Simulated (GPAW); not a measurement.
**A 8-layer slab of Li(100) in an electric field**

Aim: the dipole that a field along the normal induces in a 8-layer slab of Li(100).

Calculated with GPAW 26.7.0; GPAW, PAW setups; slab in vacuum, relaxation, in the first sound run; inputs show where later runs differ.

## Step 1: The structure

The cell holds 8 atoms: 8 Li. Its edges and angles: a = 3.490 Å, b = 3.490 Å, c = 26.215 Å, α = 90.0°, β = 90.0°, γ = 90.0°. Vacuum lies along c.

## Step 2: Relaxing the atoms

Forces are removed first; all later runs use this geometry. The lowest 4 atoms are held at bulk positions and keep their forces.

run.py reads:

```python
import json
import numpy as np
from ase import Atoms
from ase.constraints import FixAtoms
from ase.optimize import BFGS
from gpaw import GPAW, PW

slab = Atoms(
    ['Li', 'Li', 'Li', 'Li', 'Li', 'Li', 'Li', 'Li'],
    positions=[
        [1.74500, 1.74500, 7.00000],
        [0.00000, 0.00000, 8.74500],
        [1.74500, 1.74500, 10.49000],
        [0.00000, 0.00000, 12.23500],
        [1.74500, 1.74500, 13.98000],
        [0.00000, 0.00000, 15.72500],
        [1.74500, 1.74500, 17.47000],
        [0.00000, 0.00000, 19.21500]],
    cell=[[3.49, 0.0, 0.0], [0.0, 3.49, 0.0], [0.0, 0.0, 26.215]],
    pbc=[True, True, False])

slab.calc = GPAW(mode=PW(400), xc='PBE', kpts={'size': (9, 9, 1), 'gamma': True},
                 occupations={'name': 'fermi-dirac', 'width': 0.1}, nbands='300%',
                 convergence={'density': 1e-05}, maxiter=200,
                 poissonsolver={'dipolelayer': 'xy'},
                 symmetry={'tolerance': 1e-3, 'extra_ids': [1, 1, 1, 1, 0, 0, 0, 0]}, txt='slab.txt')
result = {}
slab.set_constraint(FixAtoms([0, 1, 2, 3]))
path = []
opt = BFGS(slab, maxstep=0.2)
opt.attach(lambda: path.append((slab.get_potential_energy(), slab.positions.tolist(), slab.get_forces().tolist())))
result['relaxed'] = bool(opt.run(fmax=0.03, steps=40))
result['path'] = path
energy = slab.get_potential_energy()
fermi = slab.calc.get_fermi_level()
v = slab.calc.get_electrostatic_potential().mean((0, 1)) - fermi
n = slab.calc.get_pseudo_density().mean((0, 1))
L = slab.cell[2, 2]
z = np.arange(len(v)) * L / len(v)
low, high = slab.positions[:, 2].min(), slab.positions[:, 2].max()
below, above = np.interp([low - 4.8, high + 4.8], z, v)
slopes = [np.interp(x, z, np.gradient(v, z)) for x in (low - 4.8, high + 4.8)]
eps = np.array([[slab.calc.get_eigenvalues(k, s) for k in range(len(slab.calc.get_ibz_k_points()))]
                for s in range(slab.calc.get_number_of_spins())]) - fermi
top, bottom = eps[eps < 0].max(), eps[eps > 0].min()
dipole = slab.get_dipole_moment()[2]
print(f'energy {energy:.4f} eV, Fermi level {fermi:.4f} eV, dipole {dipole:.5f} e A')
print(f'potential 4.8 A off the faces, from the Fermi level: lower {below:.4f} eV, upper {above:.4f} eV')
print(f'slope of the potential there: lower {slopes[0]:.5f}, upper {slopes[1]:.5f} eV/A')
print(f'nearest levels on the mesh: {top:.4f} and {bottom:.4f} eV')
print('magnetic moment', round(slab.get_magnetic_moment(), 3))
result.update(energy=energy, fermi=fermi, dipole=dipole, below=below, above=above, slopes=slopes, edges=[top, bottom],
              z=z.tolist(), v=v.tolist(), n=n.tolist(), positions=slab.positions.tolist(),
              forces=slab.get_forces(apply_constraint=False).tolist(), moments=slab.get_magnetic_moments().tolist())
json.dump(result, open('result.json', 'w'))
```

Started as:

```sh
$ OMP_NUM_THREADS=1 OPENBLAS_NUM_THREADS=1 python run.py
```

Output:

```text
Step          Energy          fmax
BFGS:    0      -14.556001        0.076092
BFGS:    1      -14.556092        0.074609
BFGS:    2      -14.558392        0.038207
BFGS:    3      -14.558420        0.038067
BFGS:    4      -14.560178        0.038985
BFGS:    5      -14.560256        0.047464
BFGS:    6      -14.560327        0.051175
BFGS:    7      -14.560668        0.060967
BFGS:    8      -14.561240        0.066417
BFGS:    9      -14.562200        0.059814
BFGS:   10      -14.562969        0.036344
BFGS:   11      -14.563248        0.033161
BFGS:   12      -14.563298        0.034596
BFGS:   13      -14.563342        0.034517
BFGS:   14      -14.563466        0.033283
BFGS:   15      -14.563729        0.029770
energy -14.5002 eV, Fermi level -1.1885 eV, dipole 0.00089 e A
potential 4.8 A off the faces, from the Fermi level: lower 2.9920 eV, upper 2.9810 eV
slope of the potential there: lower -0.00240, upper 0.00246 eV/A
nearest levels on the mesh: -0.0533 and 0.0066 eV
magnetic moment 0.0
```

It took 10 min on 1 thread of Intel Xeon Platinum 8259CL at 2.50GHz (Skylake/Cascade Lake), shared host; peak memory 0.21 GiB.

Step by step:

```
step  energy less that of the first step (eV)  largest force (eV/Å)
   1                                   0.0000                0.0761
   2                                  -0.0001                0.0746
   3                                  -0.0026                0.0382
   4                                  -0.0026                0.0381
   5                                  -0.0050                0.0390
   6                                  -0.0052                0.0475
   7                                  -0.0054                0.0512
   8                                  -0.0060                0.0610
   9                                  -0.0069                0.0664
  10                                  -0.0083                0.0598
  11                                  -0.0092                0.0363
  12                                  -0.0094                0.0332
  13                                  -0.0094                0.0346
  14                                  -0.0094                0.0345
  15                                  -0.0094                0.0333
  16                                  -0.0095                0.0298
```

The atoms that moved most (Å):

```csv
atom,dx,dy,dz,length
Li8,0.000,0.000,-0.190,0.190
Li7,0.000,0.000,-0.182,0.182
Li6,0.000,0.000,-0.062,0.062
Li5,0.000,0.000,-0.019,0.019
```

Final coordinates:

```cif
data_structure
_symmetry_space_group_name_H-M 'P 1'
_symmetry_Int_Tables_number 1
_cell_length_a 3.4900
_cell_length_b 3.4900
_cell_length_c 26.2150
_cell_angle_alpha 90.000
_cell_angle_beta 90.000
_cell_angle_gamma 90.000
_cell_volume 319.30
loop_
_atom_site_label
_atom_site_type_symbol
_atom_site_fract_x
_atom_site_fract_y
_atom_site_fract_z
_atom_site_occupancy
Li1 Li 0.50000 0.50000 0.26702 1
Li2 Li 0.00000 0.00000 0.33359 1
Li3 Li 0.50000 0.50000 0.40015 1
Li4 Li 0.00000 0.00000 0.46672 1
Li5 Li 0.50000 0.50000 0.53255 1
Li6 Li 0.00000 0.00000 0.59746 1
Li7 Li 0.50000 0.50000 0.65945 1
Li8 Li 0.00000 0.00000 0.72571 1
```

This step gave:

- dipole along the normal: 8.89e-4 e·Å
- levels nearest the Fermi level on the mesh: -0.05331, 0.006634 eV from the Fermi level
- upper work function: 2.981 eV
- lower work function: 2.992 eV

The electrostatic potential energy of an electron (without an applied field's), less the Fermi level, planar mean oscillates, so the rows of the table below give means over windows of 1.68 Å about each position, cut where the curve ends. Its maxima inside the range that stand out by 2 % of the span (Å: eV): 7.9: 0.628, 9.6: 0.708, 11.3: 0.706, 13.1: 0.665, 14.8: 0.629, 16.5: 0.399, 18.1: 0.641. Its minima: 7.0: -1.67, 8.7: -1.27, 10.5: -1.29, 12.3: -1.31, 13.9: -1.32, 15.6: -1.30, 17.3: -1.30, 19.0: -1.65.

The electrostatic potential energy of an electron (without an applied field's), less the Fermi level, planar mean by z; means over each step:

z (Å), electrostatic potential energy of an electron (without an applied field's), less the Fermi level, planar mean (eV) and a bar from the least value:
```
     0.84       2.99 ##############################
     2.52       2.99 ##############################
     4.20       2.91 #############################
     5.88       1.47 #################
     7.56      -0.38 
     9.24      -0.19 ##
    10.92      -0.21 ##
    12.60      -0.25 #
    14.28      -0.27 #
    15.96      -0.37 
    17.64      -0.27 #
    19.32      -0.24 #
    21.00       2.61 ###########################
    22.68       2.97 ##############################
    24.36       2.98 ##############################
    26.04       2.98 ##############################
```

The pseudo valence density, planar mean by z:

| z (Å) | pseudo valence density, planar mean (e/Å³) |
| --- | --- |
| 1.0 | 3.1e-6 |
| 1.5 | 7.2e-6 |
| 2.0 | 1.7e-5 |
| 2.5 | 4.4e-5 |
| 3.0 | 1.2e-4 |
| 3.5 | 3.1e-4 |
| 4.0 | 7.8e-4 |
| 4.5 | 0.00194 |
| 5.0 | 0.00453 |
| 5.5 | 0.00966 |
| 6.0 | 0.0182 |
| 6.5 | 0.0314 |
| 7.0 | 0.0309 |
| 7.5 | 0.0506 |
| 8.0 | 0.0534 |
| 8.5 | 0.0455 |
| 9.0 | 0.0448 |
| 9.5 | 0.0505 |
| 10.0 | 0.0504 |
| 10.5 | 0.0375 |
| 11.0 | 0.0507 |
| 11.5 | 0.0508 |
| 12.0 | 0.0439 |
| 12.5 | 0.0452 |
| 13.0 | 0.0514 |
| 13.5 | 0.0506 |
| 14.0 | 0.0389 |
| 14.5 | 0.0521 |
| 15.0 | 0.0530 |
| 15.5 | 0.0435 |
| 16.0 | 0.0501 |
| 16.5 | 0.0535 |
| 17.0 | 0.0484 |
| 17.5 | 0.0460 |
| 18.0 | 0.0544 |
| 18.5 | 0.0514 |
| 19.0 | 0.0314 |
| 19.5 | 0.0317 |
| 20.0 | 0.0186 |
| 20.5 | 0.00997 |
| 21.0 | 0.00471 |
| 21.5 | 0.00203 |
| 22.0 | 8.2e-4 |
| 22.5 | 3.3e-4 |
| 23.0 | 1.3e-4 |
| 23.5 | 4.7e-5 |
| 24.0 | 1.8e-5 |
| 24.5 | 6.9e-6 |
| 25.0 | 2.6e-6 |

The relaxation lowered the energy of the cell by 0.00952 eV (energies extrapolated to zero smearing; the optimiser's log prints free energies). The largest force left on a free atom is 0.030 eV/Å.

## Step 3: Plane waves, PBE

The work function is the vacuum plateau of the electrostatic potential less the Fermi level; a dipole layer lets the two faces have plateaus of their own.

This step: GPAW, PAW setups; slab in vacuum (GPAW 26.7.0).

Edit run.py of step 2 so:

```diff
@@ -3,4 +3,2 @@
 from ase import Atoms
-from ase.constraints import FixAtoms
-from ase.optimize import BFGS
 from gpaw import GPAW, PW
@@ -14,6 +12,6 @@
         [0.00000, 0.00000, 12.23500],
-        [1.74500, 1.74500, 13.98000],
-        [0.00000, 0.00000, 15.72500],
-        [1.74500, 1.74500, 17.47000],
-        [0.00000, 0.00000, 19.21500]],
+        [1.74500, 1.74500, 13.96073],
+        [-0.00000, -0.00000, 15.66254],
+        [1.74500, 1.74500, 17.28752],
+        [-0.00000, 0.00000, 19.02457]],
     cell=[[3.49, 0.0, 0.0], [0.0, 3.49, 0.0], [0.0, 0.0, 26.215]],
@@ -25,10 +23,4 @@
                  poissonsolver={'dipolelayer': 'xy'},
-                 symmetry={'tolerance': 1e-3, 'extra_ids': [1, 1, 1, 1, 0, 0, 0, 0]}, txt='slab.txt')
+                 symmetry={'tolerance': 1e-3}, txt='slab.txt')
 result = {}
-slab.set_constraint(FixAtoms([0, 1, 2, 3]))
-path = []
-opt = BFGS(slab, maxstep=0.2)
-opt.attach(lambda: path.append((slab.get_potential_energy(), slab.positions.tolist(), slab.get_forces().tolist())))
-result['relaxed'] = bool(opt.run(fmax=0.03, steps=40))
-result['path'] = path
 energy = slab.get_potential_energy()
```

Output:

```text
energy -14.5002 eV, Fermi level -1.1885 eV, dipole 0.00089 e A
potential 4.8 A off the faces, from the Fermi level: lower 2.9921 eV, upper 2.9810 eV
slope of the potential there: lower -0.00240, upper 0.00246 eV/A
nearest levels on the mesh: -0.0533 and 0.0066 eV
magnetic moment 0.0
```

Elapsed: 54 s, on 1 thread; peak memory 0.21 GiB.

This step gave:

- dipole along the normal: 8.88e-4 e·Å
- levels nearest the Fermi level on the mesh: -0.05331, 0.006633 eV from the Fermi level

The electrostatic potential energy of an electron (without an applied field's), less the Fermi level, planar mean oscillates, so the rows of the table below give means over windows of 1.68 Å about each position, cut where the curve ends. Its maxima inside the range that stand out by 2 % of the span (Å: eV): 7.9: 0.628, 9.6: 0.708, 11.3: 0.706, 13.1: 0.665, 14.8: 0.629, 16.5: 0.399, 18.1: 0.641. Its minima: 7.0: -1.67, 8.7: -1.27, 10.5: -1.29, 12.3: -1.31, 13.9: -1.32, 15.6: -1.30, 17.3: -1.30, 19.0: -1.65.

Electrostatic potential energy of an electron (without an applied field's), less the Fermi level, planar mean against z; means over each step:

| z (Å) | electrostatic potential energy of an electron (without an applied field's), less the Fermi level, planar mean (eV) |
| --- | --- |
| 0.84 | 2.99 |
| 2.52 | 2.99 |
| 4.20 | 2.91 |
| 5.88 | 1.47 |
| 7.56 | -0.384 |
| 9.24 | -0.194 |
| 10.92 | -0.206 |
| 12.60 | -0.247 |
| 14.28 | -0.268 |
| 15.96 | -0.366 |
| 17.64 | -0.268 |
| 19.32 | -0.241 |
| 21.00 | 2.61 |
| 22.68 | 2.97 |
| 24.36 | 2.98 |
| 26.04 | 2.98 |

The pseudo valence density, planar mean oscillates, so the rows of the table below give means over windows of 1 Å about each position, cut where the curve ends. Its maxima inside the range that stand out by 2 % of the span (Å: e/Å³): 6.7: 0.0322, 8.2: 0.0538, 9.9: 0.0511, 11.1: 0.0514, 13.4: 0.0520, 15.1: 0.0535, 16.1: 0.0538, 17.8: 0.0549, 19.3: 0.0318. Its minima: 6.9: 0.0288, 8.8: 0.0380, 10.5: 0.0371, 12.2: 0.0377, 14.1: 0.0387, 15.7: 0.0406, 17.2: 0.0408, 19.1: 0.0287.

Pseudo valence density, planar mean against z; means over each step:

```
z (Å)  pseudo valence density, planar mean (e/Å³)
    1                                      3.0e-6
    2                                      2.0e-5
    3                                      1.4e-4
    4                                      9.1e-4
    5                                     0.00499
    6                                      0.0190
    7                                      0.0360
    8                                      0.0518
    9                                      0.0454
   10                                      0.0474
   11                                      0.0477
   12                                      0.0450
   13                                      0.0506
   14                                      0.0450
   15                                      0.0514
   16                                      0.0486
   17                                      0.0480
   18                                      0.0526
   19                                      0.0364
   20                                      0.0195
   21                                     0.00519
   22                                      9.6e-4
   23                                      1.5e-4
   24                                      2.1e-5
   25                                      3.2e-6
```

Force by atom:

| atom | x (eV/Å) | y (eV/Å) | z (eV/Å) | size |
| --- | --- | --- | --- | --- |
| Li1 | 0.0000 | 0.0000 | -0.0018 | 0.0018 |
| Li2 | 0.0000 | 0.0000 | 0.0748 | 0.0748 |
| Li3 | 0.0000 | 0.0000 | -0.0080 | 0.0080 |
| Li4 | 0.0000 | 0.0000 | -0.0365 | 0.0365 |
| Li5 | 0.0000 | 0.0000 | 0.0051 | 0.0051 |
| Li6 | 0.0000 | 0.0000 | -0.0298 | 0.0298 |
| Li7 | 0.0000 | 0.0000 | -0.0076 | 0.0076 |
| Li8 | 0.0000 | 0.0000 | 0.0039 | 0.0039 |

The potential is flat to 0.002 eV/Å where it is read, so the vacuum is wide enough.

## Step 4: In a field

A uniform field along the normal polarises the slab; the atoms stay fixed, so this is the electronic response alone.

Edit run.py of step 3 so:

```diff
@@ -4,2 +4,3 @@
 from gpaw import GPAW, PW
+from gpaw.external import ConstantElectricField
 
@@ -23,2 +24,3 @@
                  poissonsolver={'dipolelayer': 'xy'},
+                 external=ConstantElectricField(-0.2, [0, 0, 1]),
                  symmetry={'tolerance': 1e-3}, txt='slab.txt')
```

Output:

```text
energy -14.5216 eV, Fermi level -1.1876 eV, dipole -0.21516 e A
potential 4.8 A off the faces, from the Fermi level: lower 1.3861 eV, upper 4.5823 eV
slope of the potential there: lower -0.00159, upper 0.00424 eV/A
nearest levels on the mesh: -0.0531 and 0.0067 eV
magnetic moment 0.0
```

Wall time 2 min (1 thread); peak memory 0.3 GiB.

Numbers from this step:

| Property | Result |
| --- | --- |
| dipole along the normal | -0.2152 e·Å |
| levels nearest the Fermi level on the mesh | -0.05308, 0.006654 eV from the Fermi level |
| potential below the slab, the applied field's own ramp left out | 1.386 eV from the Fermi level |
| potential above the slab, the applied field's own ramp left out | 4.582 eV from the Fermi level |

The electrostatic potential energy of an electron (without an applied field's), less the Fermi level, planar mean oscillates, so the rows of the table below give means over windows of 1.68 Å about each position, cut where the curve ends. Its maxima inside the range that stand out by 2 % of the span (Å: eV): 8.0: -0.406, 9.6: 0.0124, 11.4: 0.357, 13.1: 0.665, 14.8: 0.962, 16.5: 1.07, 18.1: 1.64, 25.1: 4.58. Its minima: 7.0: -2.89, 8.7: -2.15, 10.5: -1.82, 12.3: -1.48, 13.9: -1.15, 15.6: -0.798, 17.3: -0.465, 19.0: -0.467.

Table of electrostatic potential energy of an electron (without an applied field's), less the Fermi level, planar mean by z; means over each step:

```csv
z (Å),"electrostatic potential energy of an electron (without an applied field's), less the Fermi level, planar mean (eV)"
0.84,1.57
2.52,1.39
4.20,1.32
5.88,0.0236
7.56,-1.50
9.24,-0.969
10.92,-0.642
12.60,-0.350
14.28,-0.0336
15.96,0.206
17.64,0.635
19.32,1.02
21.00,4.13
22.68,4.56
24.36,4.58
26.04,4.41
```

Force by atom:

```
atom  x (eV/Å)  y (eV/Å)  z (eV/Å)    size
 Li1    0.0000    0.0000   -0.0064  0.0064
 Li2    0.0000    0.0000    0.0795  0.0795
 Li3    0.0000    0.0000   -0.0101  0.0101
 Li4    0.0000    0.0000   -0.0361  0.0361
 Li5    0.0000    0.0000    0.0058  0.0058
 Li6    0.0000    0.0000   -0.0321  0.0321
 Li7    0.0000    0.0000   -0.0036  0.0036
 Li8    0.0000    0.0000    0.0029  0.0029
```

The dipole is now -0.215 e Å, against 8.9e-4 in the run without a field.

## Step 5: In a field

Edit run.py of step 4 so:

```diff
@@ -24,3 +24,3 @@
                  poissonsolver={'dipolelayer': 'xy'},
-                 external=ConstantElectricField(-0.2, [0, 0, 1]),
+                 external=ConstantElectricField(-0.1, [0, 0, 1]),
                  symmetry={'tolerance': 1e-3}, txt='slab.txt')
```

Output:

```text
energy -14.5055 eV, Fermi level -1.1865 eV, dipole -0.10714 e A
potential 4.8 A off the faces, from the Fermi level: lower 2.1856 eV, upper 3.7772 eV
slope of the potential there: lower -0.00191, upper 0.00318 eV/A
nearest levels on the mesh: -0.0532 and 0.0067 eV
magnetic moment 0.0
```

The job ended after 1.9 min (1 thread; peak memory 0.3 GiB).

This step gave:

```yaml
dipole_along_the_normal: -0.1071 e·Å
levels_nearest_the_fermi_level_on_the_mesh: -0.05325, 0.006653 eV from the Fermi level
potential_below_the_slab_the_applied_field_s_own_ramp_left_out: 2.186 eV from the Fermi level
potential_above_the_slab_the_applied_field_s_own_ramp_left_out: 3.777 eV from the Fermi level
```

The electrostatic potential energy of an electron (without an applied field's), less the Fermi level, planar mean oscillates, so the rows of the table below give means over windows of 1.68 Å about each position, cut where the curve ends. Its maxima inside the range that stand out by 2 % of the span (Å: eV): 7.9: 0.107, 9.6: 0.360, 11.3: 0.529, 13.1: 0.665, 14.8: 0.795, 16.5: 0.736, 18.1: 1.14, 25.3: 3.78. Its minima: 7.0: -2.28, 8.7: -1.71, 10.5: -1.55, 12.3: -1.39, 13.9: -1.23, 15.6: -1.05, 17.3: -0.884, 19.0: -1.06.

The electrostatic potential energy of an electron (without an applied field's), less the Fermi level, planar mean by z; means over each step:

z (Å), electrostatic potential energy of an electron (without an applied field's), less the Fermi level, planar mean (eV) and a bar from the least value:
```
     0.84       2.28 ####################
     2.52       2.18 ####################
     4.20       2.11 ###################
     5.88       0.75 ###########
     7.56      -0.94 
     9.24      -0.58 ##
    10.92      -0.42 ###
    12.60      -0.30 ####
    14.28      -0.15 #####
    15.96      -0.08 #####
    17.64       0.18 #######
    19.32       0.39 ########
    21.00       3.37 ###########################
    22.68       3.76 ##############################
    24.36       3.78 ##############################
    26.04       3.69 #############################
```

Force by atom:

```
atom  x (eV/Å)  y (eV/Å)  z (eV/Å)    size
 Li1    0.0000    0.0000   -0.0037  0.0037
 Li2    0.0000    0.0000    0.0770  0.0770
 Li3    0.0000    0.0000   -0.0090  0.0090
 Li4    0.0000    0.0000   -0.0364  0.0364
 Li5    0.0000    0.0000    0.0055  0.0055
 Li6    0.0000    0.0000   -0.0310  0.0310
 Li7    0.0000    0.0000   -0.0054  0.0054
 Li8    0.0000    0.0000    0.0030  0.0030
```

The dipole is now -0.107 e Å, against 8.9e-4 in the run without a field.

## Step 6: Field on

Edit run.py of step 5 so:

```diff
@@ -24,3 +24,3 @@
                  poissonsolver={'dipolelayer': 'xy'},
-                 external=ConstantElectricField(-0.1, [0, 0, 1]),
+                 external=ConstantElectricField(-0.05, [0, 0, 1]),
                  symmetry={'tolerance': 1e-3}, txt='slab.txt')
```

Output:

```text
energy -14.5015 eV, Fermi level -1.1872 eV, dipole -0.05319 e A
potential 4.8 A off the faces, from the Fermi level: lower 2.5879 eV, upper 3.3780 eV
slope of the potential there: lower -0.00213, upper 0.00278 eV/A
nearest levels on the mesh: -0.0533 and 0.0066 eV
magnetic moment 0.0
```

Elapsed: 93 s, on 1 thread; peak memory 0.29 GiB.

[end of part 1 of 2]

[Logs are printed without paths, hosts, clocks, repeated set-up lines and the standing remarks that a program may print on its own settings, such as how far it seeks lower states.]

[Hosts, paths, dates, database ids (printed as entryN), source tags and the programs' standing remarks are cut or masked in the printed files.]
